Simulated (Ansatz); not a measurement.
# Ta3N5 (Cmcm): spin-orbit coupling beyond the local functionals

Wanted: gaps of Ta3N5 (Cmcm) with and without spin-orbit coupling, with cost.

Program: Ansatz 0.2.0. Level of theory: density functionals with and without spin-orbit coupling, plane waves, PAW. Results are calculated unless marked as measured.

### 1. The starting structure

The structure is orthorhombic, space group Cmcm (No. 63). The conventional cell has a = 3.886 Å, b = 10.212 Å, c = 10.262 Å, α = 90.00°, β = 90.00°, γ = 90.00°. Nearest to Ta lie 6 N at 2.04 to 2.14 Å. Ta has 6 N at 1.96 to 2.24 Å nearest. Nearest to N lie 4 Ta at 2.06 to 2.22 Å. N has 3 Ta at 1.96 to 2.04 Å nearest. Nearest to N lie 4 Ta at 2.03 to 2.24 Å. Farther neighbours and most contacts between anions are not listed.

As a file:

```cif
data_structure
_symmetry_space_group_name_H-M 'P 1'
_symmetry_Int_Tables_number 1
_cell_length_a 5.4631
_cell_length_b 5.4631
_cell_length_c 10.2624
_cell_angle_alpha 90.000
_cell_angle_beta 90.000
_cell_angle_gamma 138.330
_cell_volume 203.63
loop_
_atom_site_label
_atom_site_type_symbol
_atom_site_fract_x
_atom_site_fract_y
_atom_site_fract_z
_atom_site_occupancy
Ta1 Ta 0.80290 0.19710 0.25000 1
Ta2 Ta 0.19710 0.80290 0.75000 1
Ta3 Ta 0.86545 0.13455 0.55906 1
Ta4 Ta 0.13455 0.86545 0.05906 1
Ta5 Ta 0.13455 0.86545 0.44094 1
Ta6 Ta 0.86545 0.13455 0.94094 1
N7 N 0.23678 0.76322 0.25000 1
N8 N 0.76322 0.23678 0.75000 1
N9 N 0.95299 0.04701 0.11949 1
N10 N 0.04701 0.95299 0.61949 1
N11 N 0.04701 0.95299 0.88051 1
N12 N 0.95299 0.04701 0.38051 1
N13 N 0.69138 0.30862 0.07378 1
N14 N 0.30862 0.69138 0.57378 1
N15 N 0.30862 0.69138 0.92622 1
N16 N 0.69138 0.30862 0.42622 1
```

The cell and positions come from the Crystallography Open Database and are kept as given unless a step says otherwise. Spin-orbit coupling is left out unless a step names it. The default PAW set here is soft_2. Its files were made with PBE.

### 2. HSE06, 4×4×2 mesh

This step: DFT, HSE06, plane waves, PAW.

Contents of input.yaml:

```yaml
crystal:
  lattice:
    - [1.9431, -5.1059, 0.0]
    - [1.9431, 5.1059, 0.0]
    - [0.0, 0.0, 10.2624]
  atoms:
    - { symbol: Ta, position: [0.8029, 0.1971, 0.25] }
    - { symbol: Ta, position: [0.1971, 0.8029, 0.75] }
    - { symbol: Ta, position: [0.86545, 0.13455, 0.55906] }
    - { symbol: Ta, position: [0.13455, 0.86545, 0.05906] }
    - { symbol: Ta, position: [0.13455, 0.86545, 0.44094] }
    - { symbol: Ta, position: [0.86545, 0.13455, 0.94094] }
    - { symbol: "N", position: [0.23678, 0.76322, 0.25] }
    - { symbol: "N", position: [0.76322, 0.23678, 0.75] }
    - { symbol: "N", position: [0.95299, 0.04701, 0.11949] }
    - { symbol: "N", position: [0.04701, 0.95299, 0.61949] }
    - { symbol: "N", position: [0.04701, 0.95299, 0.88051] }
    - { symbol: "N", position: [0.95299, 0.04701, 0.38051] }
    - { symbol: "N", position: [0.69138, 0.30862, 0.07378] }
    - { symbol: "N", position: [0.30862, 0.69138, 0.57378] }
    - { symbol: "N", position: [0.30862, 0.69138, 0.92622] }
    - { symbol: "N", position: [0.69138, 0.30862, 0.42622] }
kpoints:
  mp_grid: { grid: [4, 4, 2] }
  band_path:
    path:
      - [0.0, 0.0, 0.0]
      - [-0.5, 0.5, 0.0]
      - [-0.28620643, 0.71379357, 0.0]
      - [0.28620643, 0.28620643, 0.0]
      - [0.0, 0.0, 0.5]
      - [0.28620643, 0.28620643, 0.5]
      - [-0.28620643, 0.71379357, 0.5]
      - [-0.5, 0.5, 0.5]
      - [0.143103215, 0.143103215, 0.0]
      - [-0.25, 0.25, 0.0]
    npoints: 1
hamiltonian:
  xc: hse06
scf:
  occupations: { method: fixed }
  n_extra_bands: 9
output:
  eigenvalues: true
```

Launch:

```sh
ansatz run input.yaml --threads 3 --pin off --max-ram 92160MiB --backend cuda --events-out ev --progress --plain --runs-dir out --devices 1 --max-vram 13GiB
```

Numbers of over 12 decimals in the logs are rounded to 6 here.

The log of the run:

```text
scf.n_extra_bands = 9 over 64 filled bands (N_el = 128.0): the run solves 73 bands
GPUs: using 1 of 1 available (devices: 1).
Engine: ansatz 0.2.0, x86_64-unknown-linux-gnu
Pseudopotentials: kind: paw
Pseudopotential: Ta, paw, valence charge 13, recommended cutoff 420 eV (normal), Ta.paw.azcp
Pseudopotential: N, paw, valence charge 5, recommended cutoff 420 eV (normal), N.paw.azcp
Functional definition: HSE06
  parameter a = 0.25
  parameter omega = 0.11/bohr
  exchange = pbe_x - a*pbe_x_sr(omega) + a*exact_x_sr(omega)
  correlation = pbe_c
davidson cushion auto → on  (no smearing: the cushion is to keep the highest requested band from converging to the state above it; pin scf.eigensolver.cushion to override)
device memory: the entry about to start is reckoned to put 4.4 GiB on a device that reports 59.4 GiB free (of which the cap on the GPU budget leaves the run 13.0 GiB)
GPU FFT provider: cuFFT
GPU libraries: cuBLAS 13.8.2, cuFFT 12.4.0, cuSOLVER 12.3.4
Crystal: 16 atoms, lattice volume = 203.632 Å³
Basis set: ecut = 420 eV, 3985 PW (Γ)
Bands: 73, of which v1, the nominal top of the filled ones, is band 64 counted from 1 (63 counted from 0)
Symmetry: 8 space group operations
Space group: Cmcm (ITA 63), of the structure as read, at distance tolerance 5.9e-5 Å
k-points: 14 of 32
Non-local potential: Ta, projectors of the file, l = 0: 3, l = 1: 2, l = 2: 2, l = 3: 1
Non-local potential: N, projectors of the file, l = 0: 2, l = 1: 2, l = 2: 1
PAW form: soft (Blöchl's): semilocal exchange-correlation on the pseudo side does not see the compensation charge
PAW frozen core: Ta, regenerated for the run's functional, and the local potential with it (the file was generated under x = pbe(κ = 0.804, μ = 0.219515), c = pbe(β = 0.066725))
PAW frozen core: N, regenerated for the run's functional, and the local potential with it (the file was generated under x = pbe(κ = 0.804, μ = 0.219515), c = pbe(β = 0.066725))
PAW one-centre angular grid: Ta, 590 points (default); XC on 64 Gauss nodes
PAW one-centre angular grid: N, 110 points (default); XC on 64 Gauss nodes
Initial density: superposition of atomic densities (neutral atoms: chi_scale 0, normalization atom), corrected by the library's trained network
Initial wavefunctions: pseudopotential atomic-orbital guess
GPU buffer pool allocated for 115200 grid points (all kernels)
GPU transforms: local potential and band sums: pruned to the plane-wave sphere, on 40×40×72
Functional: x = pbe(κ = 0.804, μ = 0.219515), c = pbe(β = 0.066725), warm-up for x = pbe(κ = 0.804, μ = 0.219515) + 0.25 (exact − pbe) at short range (hse, ω = 0.207870 Å⁻¹), c = pbe(β = 0.066725); HSE06 as pw.x's `hse` composes it (authors' and Libxc's form: `xc: wpbeh`)
[...]
Frozen-core exchange: fock
SCF iter   1: F=—  HF=-63453.117461 eV  |F-HF|=—  |Δ(HF+E_count)|=         —  Δρ=1.29e-4  dr2=4.00e-5  ethr=6.21e-7  ⟨swp⟩=4.0  Hψ=2417  notcnv=0
preconditioner: auto → none  [insulator: Δε(μ)=2.231 eV  Ē_g=10.401 eV  n_scr=56 (ndim 8)  ℏωp=23.3 eV  f_vac=0.063]
iter 2 solved again at ethr=5.27e-10 eV; its pass at ethr=3.05e-8 eV (dr2=6.75e-7 eV) is discarded
SCF iter   2: F=—  HF=-63453.117450 eV  |F-HF|=—  |Δ(HF+E_count)|=   1.05e-5  Δρ=3.11e-5  dr2=1.59e-6  ethr=5.27e-10  ⟨swp⟩=3.5  Hψ=5373  notcnv=0
SCF iter   3: F=—  HF=-63453.117461 eV  |F-HF|=—  |Δ(HF+E_count)|=   1.05e-5  Δρ=2.59e-5  dr2=1.35e-6  ethr=5.27e-10  ⟨swp⟩=5.9  Hψ=3305  notcnv=0
SCF iter   4: F=—  HF=-63453.117460 eV  |F-HF|=—  |Δ(HF+E_count)|=   3.78e-7  Δρ=5.37e-6  dr2=1.65e-7  ethr=5.27e-10  ⟨swp⟩=3.4  Hψ=2947  notcnv=0
SCF iter   5: F=-63453.117461 eV  HF=-63453.117461 eV  |F-HF|=1.67e-8  |Δ(HF+E_count)|=   6.34e-7  Δρ=5.39e-6  dr2=3.82e-8  ethr=5.88e-11  ⟨swp⟩=6.4  Hψ=3290  notcnv=0
SCF 3 converged in 5 iterations: F = -63453.117461 eV  dr2 = 3.82e-8
hybrid outer 2: dexx = +1.538e-5 eV, tail = 1.15e-7 eV, Δε = 2.13e-3 eV (about 5.89e-5 eV left of the loop's levels)
device memory: the entry about to start is reckoned to put 1.6 GiB on a device that reports 52.7 GiB free (of which the cap on the GPU budget leaves the run 13.0 GiB)
NSCF: frozen V_eff on 10 k-points
hybrid SCF converged: 2 outer / 12 inner (+5 warm-up), last move |dexx| = 1.54e-5 eV, tail = 1.15e-7 eV
Stability not checked: this state was not tested for a lower state beside it, because the functional holds exact exchange (a hybrid, or Hartree-Fock), whose exchange loop this test does not read (fock_operator; see scf.lower_state_search)
Free energy (F): -63453.117462 eV
Frozen-core exchange: fock
Harris-Foulkes:  -63453.117462 eV  (|F-HF|=1.67e-8)
Internal energy: -63453.117462 eV  (E = F + TS)
E sigma→0 (E₀):  -63453.117462 eV
Fermi energy:    11.349404 eV
--- Per-component energies (eV) ---
  E_band       = -1235.343994
  E_kinetic    = 3488.249205
  E_local      = -7425.796747  (includes V_loc(G=0)·N_el)
  E_nonlocal   = 545.523413
  E_hartree    = 2624.413756
  E_xc         = -1528.535007
  E_vxc        = -1580.157808  (∫ρ·V_xc dr)
  E_exx        = -352.075711  (= α·E_x^exact, valence–valence)
  E_paw        = -51681.120224  (= ΣΔE_a)
  E_vpaw       = -807.837312  (= ΣTr[D̂ρ^β])
  E_aug_tail   = 0.001772  (compensation charges beyond the density's cutoff)
  E_ewald      = -9103.438537
  E_core_change = -20.339381  (= ΣΔE_core)
  E_smearing   = -0.000000  (= −TS)
  E_closure    = -0.000000  (closes the sum)
  Σ components = -63453.117462   (vs F -63453.117462, Δ=0.00e0)
--- Band table (eV; the first three rows and the last of 14) ---
  k-point 0: bands = [... 60 lower, 10.4435, 10.7538, 10.9694, 11.3494, 13.8263, 14.1257, 14.5466, 14.9565, ... 5 higher]
  k-point 1: bands = [... 60 lower, 10.5323, 10.5323, 10.7103, 10.7103, 13.9947, 13.9947, 14.9526, 14.9526, ... 5 higher]
  k-point 2: bands = [... 60 lower, 10.3421, 10.5650, 10.6683, 11.2217, 14.3499, 14.9879, 15.1344, 15.3686, ... 5 higher]
  k-point 13: bands = [... 60 lower, 10.0091, 10.0091, 10.6725, 10.6725, 13.9404, 13.9404, 15.1276, 15.1276, ... 5 higher]
```

It took 57 s on 1 × NVIDIA H100 80GB HBM3 (shared by 6 runs) with 3 threads of AMD EPYC 7R13 (Zen 3), shared host; peak memory 1.7 GiB.

The column dr2 measures how far the density is from self-consistency, as an energy; F and HF (Harris–Foulkes) agree once it is small.

This step gave:

| Property | Result |
| --- | --- |
| gap | 2.209 eV |
| valence top at | k = (0.143, 0.143, 0.000) |
| conduction bottom at | Y |
| least direct gap | 2.448 eV |
| exact-exchange fraction | 0.25 |

The gap is indirect, with the least direct gap 0.24 eV higher.

### 3. HSE06+SOC, 4×4×2 mesh

Spin-orbit coupling can split or shift the edges; a non-collinear run measures by how much.

This step: DFT, HSE06 with spin-orbit coupling, plane waves, PAW.

Edit input.yaml of step 2 so:

```diff
@@ -41,3 +41,6 @@
   occupations: { method: fixed }
-  n_extra_bands: 9
+  n_extra_bands: 18
+magnetization:
+  noncollinear: true
+  spin_orbit: true
 output:
```

The log of the run:

```text
[...]
GPUs: using 1 of 1 available (devices: 1).
[...]
non-collinear run that drives no moment, with spin-orbit: no starting moment large enough to seed its density (crystal.atoms[].spin), no starting occupations that ask for one, no magnetisation constraint and no magnetic field, so the semilocal B_xc is pinned to zero
[...]
GPU FFT provider: cuFFT
GPU libraries: cuBLAS 13.8.2, cuFFT 12.4.0, cuSOLVER 12.3.4
Crystal: 16 atoms, lattice volume = 203.632 Å³
Basis set: ecut = 420 eV, 3985 PW (Γ)
Bands: 146, of which v1, the nominal top of the filled ones, is band 128 counted from 1 (127 counted from 0)
Symmetry: 8 space group operations + 8 with time reversal
[...]
k-points: 14 of 32
Projection manifold: j_resolved (fully-relativistic pseudo-atomic orbitals)
[...]
GPU buffer pool allocated for 115200 grid points (all kernels)
[...]
SCF iter   1: F=—  HF=-63593.613258 eV  |F-HF|=—  |Δ(HF+E_count)|=         —  Δρ=1.21e-1  dr2=3.45e1  dr2_m=0.00e0 (ungated)  ethr=1.00e-1  |M|=0.00e0 ∫|m|=0.00e0 μB  |m|>n=0.0e0 m-floor=0.0e0 τ_xc=0.0e0  β_m=0.30  ⟨swp⟩=3.0  Hψ=8180  notcnv=0
[...]
SCF iter   7: F=-63585.358269 eV  HF=-63585.358278 eV  |F-HF|=8.74e-6  |Δ(HF+E_count)|=   8.33e-5  Δρ=2.32e-4  dr2=6.34e-5  dr2_m=0.00e0 (ungated)  ethr=8.66e-7  |M|=0.00e0 ∫|m|=0.00e0 μB  |m|>n=0.0e0 m-floor=0.0e0 τ_xc=0.0e0  ⟨swp⟩=3.0  Hψ=5482  notcnv=0
SCF 1 stopped early in 7 iterations: F = -63585.358269 eV  dr2 = 6.34e-5
[...]
GPU FFT provider: cuFFT
GPU libraries: cuBLAS 13.8.2, cuFFT 12.4.0, cuSOLVER 12.3.4
Projection manifold: j_resolved (fully-relativistic pseudo-atomic orbitals)
[...]
GPU buffer pool allocated for 115200 grid points (all kernels)
[...]
Frozen-core exchange: fock
SCF iter   1: F=—  HF=-63483.105880 eV  |F-HF|=—  |Δ(HF+E_count)|=         —  Δρ=1.07e-2  dr2=3.31e-1  dr2_m=0.00e0 (ungated)  ethr=4.95e-7  |M|=0.00e0 ∫|m|=0.00e0 μB  |m|>n=0.0e0 m-floor=0.0e0 τ_xc=0.0e0  β_m=0.30  ⟨swp⟩=8.0  Hψ=12716  notcnv=0
[...]
SCF iter   6: F=-63483.057615 eV  HF=-63483.057661 eV  |F-HF|=4.65e-5  |Δ(HF+E_count)|=   1.30e-4  Δρ=1.28e-4  dr2=5.76e-5  dr2_m=0.00e0 (ungated)  ethr=1.79e-7  |M|=0.00e0 ∫|m|=0.00e0 μB  |m|>n=0.0e0 m-floor=0.0e0 τ_xc=0.0e0  ⟨swp⟩=3.2  Hψ=5822  notcnv=0
SCF 2 stopped early in 6 iterations: F = -63483.057615 eV  dr2 = 5.76e-5
[...]
hybrid outer 1: dexx = +8.498e-2 eV, tail = 2.15e-4 eV
GPU FFT provider: cuFFT
GPU libraries: cuBLAS 13.8.2, cuFFT 12.4.0, cuSOLVER 12.3.4
Projection manifold: j_resolved (fully-relativistic pseudo-atomic orbitals)
GPU buffer pool allocated for 115200 grid points (all kernels)
[...]
Frozen-core exchange: fock
SCF iter   1: F=—  HF=-63483.056573 eV  |F-HF|=—  |Δ(HF+E_count)|=         —  Δρ=9.15e-5  dr2=1.41e-5  dr2_m=0.00e0 (ungated)  ethr=8.39e-7  |M|=0.00e0 ∫|m|=0.00e0 μB  |m|>n=0.0e0 m-floor=0.0e0 τ_xc=0.0e0  β_m=0.30  ⟨swp⟩=4.0  Hψ=4758  notcnv=0
[...]
SCF iter   5: F=-63483.056582 eV  HF=-63483.056582 eV  |F-HF|=1.13e-8  |Δ(HF+E_count)|=   4.05e-8  Δρ=2.70e-6  dr2=5.20e-8  dr2_m=0.00e0 (ungated)  ethr=1.10e-11  |M|=0.00e0 ∫|m|=0.00e0 μB  |m|>n=0.0e0 m-floor=0.0e0 τ_xc=0.0e0  ⟨swp⟩=2.1  Hψ=9878  notcnv=0
SCF 3 converged in 5 iterations: F = -63483.056582 eV  dr2 = 5.20e-8
[...]
the search or the solves at the SCF's close seem to have found levels that the self-consistency loop had missed (the run counts 1). By its estimate they hold under 1e-12 electrons; where the run keeps them, the occupations were computed again with them
[...]
NSCF: frozen V_eff on 10 k-points
[...]
Magnetization: |M| = 0.0000 μB,  M = (+0.0000, +0.0000, +0.0000) μB
Absolute magnetization: 0.0000 μB (∫|m|)
  site 0: m = (+0.0000, +0.0000, +0.0000) μB, |m| = 0.0000 μB  (R = 0.84 Å)
  site 1: m = (+0.0000, +0.0000, +0.0000) μB, |m| = 0.0000 μB  (R = 0.84 Å)
  site 2: m = (+0.0000, +0.0000, +0.0000) μB, |m| = 0.0000 μB  (R = 0.81 Å)
  site 3: m = (+0.0000, +0.0000, +0.0000) μB, |m| = 0.0000 μB  (R = 0.81 Å)
  site 4: m = (+0.0000, +0.0000, +0.0000) μB, |m| = 0.0000 μB  (R = 0.81 Å)
  site 5: m = (+0.0000, +0.0000, +0.0000) μB, |m| = 0.0000 μB  (R = 0.81 Å)
  site 6: m = (+0.0000, +0.0000, +0.0000) μB, |m| = 0.0000 μB  (R = 0.85 Å)
  site 7: m = (+0.0000, +0.0000, +0.0000) μB, |m| = 0.0000 μB  (R = 0.85 Å)
[...]
site 12: m = (+0.0000, +0.0000, +0.0000) μB, |m| = 0.0000 μB  (R = 0.84 Å)
  site 13: m = (+0.0000, +0.0000, +0.0000) μB, |m| = 0.0000 μB  (R = 0.84 Å)
  site 14: m = (+0.0000, +0.0000, +0.0000) μB, |m| = 0.0000 μB  (R = 0.84 Å)
  site 15: m = (+0.0000, +0.0000, +0.0000) μB, |m| = 0.0000 μB  (R = 0.84 Å)
Free energy (F): -63483.056583 eV
Frozen-core exchange: fock
[...]
Internal energy: -63483.056583 eV  (E = F + TS)
E sigma→0 (E₀):  -63483.056583 eV
Fermi energy:    11.371462 eV
[...]
--- Band table (eV; the first three rows and the last of 14) ---
  k-point 0: bands = [... 124 lower, 10.9262, 10.9262, 11.3715, 11.3715, 13.8319, 13.8319, 14.1196, 14.1196, ... 14 higher]
  k-point 1: bands = [... 124 lower, 10.7409, 10.7409, 10.7409, 10.7409, 13.9940, 13.9940, 13.9940, 13.9940, ... 14 higher]
  k-point 2: bands = [... 124 lower, 10.6675, 10.6675, 11.2236, 11.2236, 14.3408, 14.3408, 14.9392, 14.9392, ... 14 higher]
  k-point 13: bands = [... 124 lower, 10.6737, 10.6737, 10.6737, 10.6737, 13.9450, 13.9450, 13.9450, 13.9450, ... 14 higher]
```

Wall time 3.1 min (1 × NVIDIA H100 80GB HBM3 (shared by 6 runs) with 3 threads); peak memory 3.4 GiB; 7.7 min of CPU time.

Numbers from this step:

| Quantity | Value |
| --- | --- |
| gap | 2.219 eV |
| valence top at | Γ |
| conduction bottom at | Y |
| least direct gap | 2.442 eV |
| exact-exchange fraction | 0.25 |

The gap stands +0.01 eV against HSE06.

### 4. Together

Times are wall times on 1 × NVIDIA H100 80GB HBM3 (shared by 6 runs) with 3 threads of AMD EPYC 7R13 (Zen 3), shared host, good to a factor of about two.

| level | gap (eV) | with coupling (eV) | change (eV) | time | with coupling |
| --- | --- | --- | --- | --- | --- |
| HSE06 | 2.21 | 2.22 | +0.01 | 57 s | 3.1 min |

### 5. What came out

```yaml
hse06: 2.21 eV
hse06_soc: 2.22 eV
```

What this shows: Spin-orbit coupling changes the gap by +0.01 eV and the least direct gap by −0.01 eV.

[Paths, hosts, dates, memory and timing lines, banners, echoed tables and standing remarks are left out of the program output.]

[Logs are printed without paths, hosts, clocks, repeated set-up lines and the standing remarks that a program may print on its own settings, such as how far it seeks lower states.]

[Runs of the session that timed out or met a known fault of the program may be left out.]

[Cells called generated may have been cut or substituted from an entry of the Crystallography Open Database or the Materials Project.]

[Hosts, paths, dates, database ids (printed as entryN), source tags and the programs' standing remarks are cut or masked in the printed files.]
